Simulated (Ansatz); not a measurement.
**GePd4 quenched from the melt in DFT dynamics (110 atoms): close-ups with forces and charges**

Density of this cell: 10.5 g/cm³. The cell holds 110 atoms: 22 Ge and 88 Pd. Cell: a = 11.696 Å, b = 12.203 Å, c = 12.108 Å, α = 91.0°, β = 89.5°, γ = 89.6°. The starting structure: 110 atoms (22 Ge, 88 Pd) packed at random in a cube at 10.3 g/cm³ and pushed apart as soft spheres; a start for melting by ab initio MD, not an equilibrated structure. The starting density is a measured one.

Method: Kohn-Sham DFT, PBE, PAW (set soft_2), plane waves (Ansatz 0.2.0; cutoff 420 eV, k-mesh 2×2×2, fermi-dirac smearing of 0.05 eV), at the relaxed cell after the quench.

The whole cell was solved; only parts of it are printed.

A closer look about Pd33, which has 10 bonded neighbours where the commonest count for Pd is 12: 34 atoms, nearest first, numbered in the order of the input, with positions taken from that point.

| atom | x | y | z | distance (Å) | bonds | intrinsic-atomic-orbital charge (e) |
| --- | --- | --- | --- | --- | --- | --- |
| Pd33 | 0.00 | 0.00 | 0.00 | 0.00 | 10 | 0.04 |
| Ge17 | 0.28 | 2.27 | 0.97 | 2.48 | 8 | -0.07 |
| Ge19 | 1.65 | -1.88 | -0.43 | 2.54 | 9 | -0.10 |
| Pd104 | -2.59 | -0.59 | 0.65 | 2.73 | 12 | -0.03 |
| Pd76 | 2.31 | 1.17 | -0.93 | 2.75 | 12 | 0.09 |
| Pd94 | 0.08 | -1.58 | -2.27 | 2.76 | 11 | -0.04 |
| Pd54 | -0.35 | 0.52 | 2.71 | 2.78 | 14 | 0.05 |
| Pd75 | -1.88 | 0.72 | -1.99 | 2.83 | 13 | -0.05 |
| Pd83 | -0.34 | -2.28 | 1.68 | 2.86 | 13 | -0.08 |
| Pd67 | -2.17 | 2.16 | 0.26 | 3.07 | 11 | 0.00 |
| Pd77 | 2.11 | -0.98 | 2.08 | 3.12 | 12 | 0.05 |
| Pd51 | 0.57 | 0.77 | -3.33 | 3.46 | 12 | -0.05 |
| Pd40 | -2.48 | -2.00 | -1.67 | 3.60 | 12 | 0.00 |
| Pd92 | 2.51 | 1.89 | 2.15 | 3.81 | 12 | 0.12 |
| Pd85 | -0.20 | -3.76 | -0.71 | 3.83 | 12 | 0.05 |
| Pd69 | 0.36 | 3.25 | -2.11 | 3.89 | 12 | 0.03 |
| Pd87 | 2.80 | -1.13 | -2.79 | 4.11 | 13 | 0.05 |
| Pd84 | 3.98 | -1.11 | -0.01 | 4.13 | 12 | 0.09 |
| Ge2 | -4.12 | 0.35 | -0.97 | 4.25 | 10 | -0.06 |
| Pd60 | -2.49 | -1.18 | 3.25 | 4.26 | 12 | -0.01 |
| Pd86 | 2.00 | 3.87 | 0.08 | 4.36 | 11 | 0.03 |
| Pd98 | -2.76 | -3.31 | 0.83 | 4.39 | 13 | -0.02 |
| Pd57 | -1.40 | 3.13 | 2.77 | 4.40 | 12 | -0.06 |
| Pd27 | -3.44 | 1.33 | 2.42 | 4.41 | 12 | -0.09 |
| Pd82 | 2.00 | -3.84 | 1.09 | 4.46 | 12 | 0.03 |
| Pd106 | -0.71 | 4.44 | 0.33 | 4.51 | 11 | 0.03 |
| Ge10 | 1.69 | 0.47 | 4.19 | 4.54 | 9 | -0.10 |
| Ge6 | 4.36 | 1.46 | 0.45 | 4.62 | 9 | -0.15 |
| Ge20 | 2.49 | 2.29 | -3.17 | 4.64 | 8 | -0.10 |
| Pd24 | -1.75 | -0.93 | -4.24 | 4.67 | 13 | -0.05 |
| Pd46 | 0.62 | -1.84 | 4.32 | 4.74 | 13 | 0.04 |
| Pd43 | -2.37 | 3.68 | -1.97 | 4.80 | 12 | -0.04 |
| Pd99 | -1.76 | 1.97 | -4.38 | 5.12 | 13 | -0.03 |
| Pd93 | 1.45 | -3.83 | -3.13 | 5.15 | 11 | -0.03 |

The column of bonds counts only the pairs Pd-Pd within 3.38 Å, Pd-Ge within 3.12 Å; other neighbours, such as metal atoms beside each other in a compound, aren't counted, and periodic images can show an atom twice.

Local excerpt of 46 atoms (numbers count through the whole input) about Pd109, whose charge lies farthest from its element's mean; x, y, z are measured from there.

| atom | x | y | z | distance (Å) | bonds | intrinsic-atomic-orbital charge (e) |
| --- | --- | --- | --- | --- | --- | --- |
| Pd109 | 0.00 | 0.00 | 0.00 | 0.00 | 11 | -0.10 |
| Pd60 | -0.55 | 2.55 | -0.22 | 2.62 | 12 | -0.01 |
| Pd90 | -2.17 | -0.75 | 1.42 | 2.70 | 12 | 0.09 |
| Pd37 | 1.06 | -1.50 | -1.99 | 2.71 | 12 | -0.02 |
| Pd101 | 1.11 | 0.06 | 2.50 | 2.74 | 12 | 0.04 |
| Pd100 | 2.68 | -0.76 | 0.07 | 2.79 | 11 | -0.03 |
| Pd98 | -0.82 | 0.43 | -2.64 | 2.80 | 13 | -0.02 |
| Pd83 | 1.61 | 1.45 | -1.79 | 2.81 | 13 | -0.08 |
| Pd59 | -0.25 | -2.83 | 0.16 | 2.84 | 11 | 0.04 |
| Pd32 | -2.20 | -1.48 | -1.27 | 2.94 | 13 | 0.02 |
| Pd95 | -2.82 | 1.19 | -0.84 | 3.17 | 12 | 0.00 |
| Ge16 | 0.46 | 2.44 | 1.98 | 3.18 | 8 | -0.02 |
| Pd46 | 2.57 | 1.90 | 0.85 | 3.31 | 13 | 0.04 |
| Ge5 | 1.80 | -2.55 | 1.51 | 3.47 | 8 | -0.10 |
| Pd31 | -0.23 | -2.33 | 3.08 | 3.87 | 13 | 0.12 |
| Pd97 | -1.90 | 1.97 | 2.75 | 3.88 | 10 | 0.03 |
| Ge12 | -1.24 | -0.15 | 3.68 | 3.88 | 8 | -0.09 |
| Ge15 | -2.20 | -3.22 | 1.73 | 4.27 | 8 | -0.12 |
| Pd104 | -0.64 | 3.15 | -2.82 | 4.27 | 12 | -0.03 |
| Ge8 | -4.33 | -0.79 | -0.06 | 4.40 | 9 | -0.06 |
| Pd38 | -1.04 | -2.67 | -3.48 | 4.51 | 12 | 0.02 |
| Pd85 | 1.74 | -0.02 | -4.18 | 4.53 | 12 | 0.05 |
| Pd34 | 2.78 | -3.51 | -0.75 | 4.54 | 12 | 0.05 |
| Pd82 | 3.94 | -0.10 | -2.38 | 4.61 | 12 | 0.03 |
| Pd54 | 1.60 | 4.26 | -0.76 | 4.61 | 14 | 0.05 |
| Pd73 | 3.85 | -0.43 | 2.57 | 4.65 | 12 | 0.05 |
| Pd39 | -2.95 | 3.55 | 0.72 | 4.67 | 12 | -0.03 |
| Pd49 | -4.23 | 1.09 | 1.65 | 4.67 | 12 | 0.02 |
| Ge13 | -0.77 | -0.65 | -4.82 | 4.93 | 9 | -0.06 |
| Pd52 | -0.24 | 4.79 | 1.36 | 4.99 | 11 | -0.04 |
| Ge11 | 3.02 | -2.20 | -3.37 | 5.03 | 9 | -0.08 |
| Pd23 | -1.93 | -4.43 | -1.49 | 5.06 | 10 | -0.03 |
| Pd70 | 2.87 | 1.91 | 3.75 | 5.09 | 12 | -0.01 |
| Pd77 | 4.06 | 2.75 | -1.39 | 5.10 | 12 | 0.05 |
| Pd74 | 5.10 | 0.65 | 0.28 | 5.15 | 13 | 0.04 |
| Pd24 | 0.25 | 2.71 | 4.40 | 5.17 | 13 | -0.05 |
| Pd106 | 1.19 | -4.02 | -3.04 | 5.18 | 11 | 0.03 |
| Pd78 | -4.05 | -3.35 | -0.03 | 5.26 | 12 | 0.10 |
| Pd71 | 0.69 | -0.21 | 5.22 | 5.27 | 12 | 0.01 |
| Pd62 | -3.10 | 1.70 | -3.94 | 5.30 | 13 | 0.01 |
| Pd45 | 0.48 | -4.82 | 2.17 | 5.31 | 11 | 0.01 |
| Pd108 | 2.41 | -2.42 | 4.07 | 5.31 | 13 | 0.06 |
| Pd105 | -3.25 | -1.98 | 3.74 | 5.34 | 12 | 0.04 |
| Ge14 | -3.63 | -2.93 | -2.63 | 5.36 | 8 | -0.10 |
| Pd27 | -1.49 | 5.06 | -1.05 | 5.38 | 12 | -0.09 |
| Pd57 | 0.50 | -5.34 | -0.60 | 5.40 | 12 | -0.06 |

The column of bonds counts only the pairs Pd-Pd within 3.38 Å, Pd-Ge within 3.12 Å; other neighbours, such as metal atoms beside each other in a compound, aren't counted, and periodic images can show an atom twice.

A closer look about Pd71, picked at random: 46 atoms, nearest first, numbered in the order of the input, with positions taken from that point.

| atom | x | y | z | distance (Å) | bonds | intrinsic-atomic-orbital charge (e) |
| --- | --- | --- | --- | --- | --- | --- |
| Pd71 | 0.00 | 0.00 | 0.00 | 0.00 | 12 | 0.01 |
| Ge12 | -1.93 | 0.06 | -1.54 | 2.47 | 8 | -0.09 |
| Ge13 | -1.41 | -0.53 | 2.07 | 2.56 | 9 | -0.06 |
| Pd101 | 0.42 | 0.27 | -2.72 | 2.76 | 12 | 0.04 |
| Pd93 | 2.76 | 0.02 | 0.29 | 2.78 | 11 | -0.03 |
| Pd40 | -1.17 | 1.85 | 1.74 | 2.80 | 12 | 0.00 |
| Pd89 | 0.59 | -2.35 | 1.50 | 2.85 | 12 | 0.04 |
| Pd94 | 1.39 | 2.27 | 1.15 | 2.90 | 11 | -0.04 |
| Pd85 | 1.11 | 0.09 | 2.71 | 2.93 | 12 | 0.05 |
| Pd108 | 1.72 | -2.21 | -1.15 | 3.03 | 13 | 0.06 |
| Pd103 | -2.05 | -2.21 | 0.45 | 3.05 | 13 | 0.05 |
| Pd24 | -0.44 | 2.92 | -0.82 | 3.07 | 13 | -0.05 |
| Pd31 | -0.92 | -2.11 | -2.14 | 3.14 | 13 | 0.12 |
| Pd70 | 2.18 | 2.12 | -1.47 | 3.38 | 12 | -0.01 |
| Pd28 | -3.39 | 0.34 | 0.37 | 3.43 | 11 | 0.07 |
| Ge4 | 0.09 | -3.99 | -0.47 | 4.02 | 10 | -0.08 |
| Pd73 | 3.16 | -0.21 | -2.65 | 4.13 | 12 | 0.05 |
| Ge16 | -0.23 | 2.65 | -3.24 | 4.19 | 8 | -0.02 |
| Pd97 | -2.59 | 2.18 | -2.47 | 4.19 | 10 | 0.03 |
| Pd42 | -3.02 | 3.16 | 0.21 | 4.38 | 12 | 0.04 |
| Pd65 | 3.33 | -2.74 | 1.30 | 4.50 | 11 | 0.02 |
| Pd98 | -1.45 | 0.54 | 4.24 | 4.52 | 13 | -0.02 |
| Ge5 | 1.11 | -2.34 | -3.70 | 4.52 | 8 | -0.10 |
| Pd105 | -3.94 | -1.77 | -1.48 | 4.57 | 12 | 0.04 |
| Pd38 | -1.67 | -2.56 | 3.41 | 4.58 | 12 | 0.02 |
| Ge22 | 4.22 | -1.58 | -0.86 | 4.59 | 9 | -0.13 |
| Ge19 | 2.96 | 1.97 | 2.99 | 4.64 | 9 | -0.10 |
| Ge11 | 2.38 | -2.09 | 3.52 | 4.73 | 9 | -0.08 |
| Pd90 | -2.86 | -0.54 | -3.80 | 4.79 | 12 | 0.09 |
| Pd75 | -0.57 | 4.57 | 1.42 | 4.82 | 13 | -0.05 |
| Pd53 | -3.94 | -0.94 | 2.72 | 4.88 | 13 | 0.01 |
| Pd87 | 4.11 | 2.72 | 0.63 | 4.96 | 13 | 0.05 |
| Pd51 | 1.88 | 4.62 | 0.09 | 4.99 | 12 | -0.05 |
| Pd43 | -1.11 | -4.67 | 1.55 | 5.04 | 12 | -0.04 |
| Pd62 | -3.73 | 1.82 | 2.94 | 5.09 | 13 | 0.01 |
| Pd37 | 0.43 | -1.39 | 4.90 | 5.11 | 12 | -0.02 |
| Pd46 | 1.88 | 2.12 | -4.37 | 5.20 | 13 | 0.04 |
| Pd110 | -2.44 | -4.44 | -1.33 | 5.23 | 13 | 0.06 |
| Pd109 | -0.69 | 0.21 | -5.22 | 5.27 | 11 | -0.10 |
| Pd33 | 1.31 | 3.85 | 3.42 | 5.31 | 10 | 0.04 |
| Pd68 | 4.90 | 0.30 | 2.03 | 5.31 | 11 | 0.01 |
| Pd104 | -1.28 | 3.26 | 4.07 | 5.37 | 12 | -0.03 |
| Pd56 | 1.38 | 4.52 | -2.64 | 5.41 | 12 | 0.05 |
| Pd83 | 0.97 | 1.57 | 5.10 | 5.42 | 13 | -0.08 |
| Ge15 | -2.89 | -3.01 | -3.49 | 5.44 | 8 | -0.12 |
| Ge21 | 4.47 | 1.92 | -2.46 | 5.45 | 8 | -0.09 |

The column of bonds counts only the pairs Pd-Pd within 3.38 Å, Pd-Ge within 3.12 Å; other neighbours, such as metal atoms beside each other in a compound, aren't counted, and periodic images can show an atom twice.

Neighbours are counted within 3.38 Å (Pd-Pd), 3.12 Å (Pd-Ge), cutoffs set anew for this text.

Length of the force by element and coordination:

| element | coordination | atoms | mean length of the force (eV/Å) | spread | least | most |
| --- | --- | --- | --- | --- | --- | --- |
| Ge | all | 22 | 0.0191 | 0.0116 | 0.0063 | 0.0575 |
| Ge | 8 | 9 | 0.0179 | - | 0.0064 | 0.029 |
| Ge | 9 | 11 | 0.021 | 0.0151 | 0.0064 | 0.0575 |
| Ge | 10 | 2 | 0.0145 | - | 0.0125 | 0.0166 |
| Pd | all | 88 | 0.0154 | 0.0079 | 0.0048 | 0.0472 |
| Pd | 10 | 4 | 0.0134 | - | 0.0082 | 0.0182 |
| Pd | 11 | 17 | 0.0149 | - | 0.0048 | 0.0302 |
| Pd | 12 | 43 | 0.0167 | - | 0.0055 | 0.0472 |
| Pd | 13 | 22 | 0.0142 | - | 0.0054 | 0.0329 |
| Pd | 14 | 2 | 0.0118 | - | 0.009 | 0.0147 |

Intrinsic-atomic-orbital charges by element and coordination:

| element | coordination | atoms | mean charge (e) | spread | least | most |
| --- | --- | --- | --- | --- | --- | --- |
| Ge | all | 22 | -0.0935 | 0.0302 | -0.149 | -0.018 |
| Ge | 8 | 9 | -0.0848 | 0.0275 | -0.120 | -0.018 |
| Ge | 9 | 11 | -0.105 | 0.0299 | -0.149 | -0.0579 |
| Ge | 10 | 2 | -0.0701 | 0.011 | -0.0812 | -0.0591 |
| Pd | all | 88 | 0.0234 | 0.0464 | -0.0955 | 0.135 |
| Pd | 10 | 4 | 0.0182 | 0.031 | -0.0346 | 0.045 |
| Pd | 11 | 17 | 0.0131 | 0.0469 | -0.0955 | 0.0881 |
| Pd | 12 | 43 | 0.0268 | 0.047 | -0.0868 | 0.135 |
| Pd | 13 | 22 | 0.0244 | 0.0477 | -0.0812 | 0.124 |
| Pd | 14 | 2 | 0.0363 | 0.0164 | 0.0199 | 0.0527 |

[Hosts, paths, dates, database ids (printed as entryN), source tags and the programs' standing remarks are cut or masked in the printed files.]
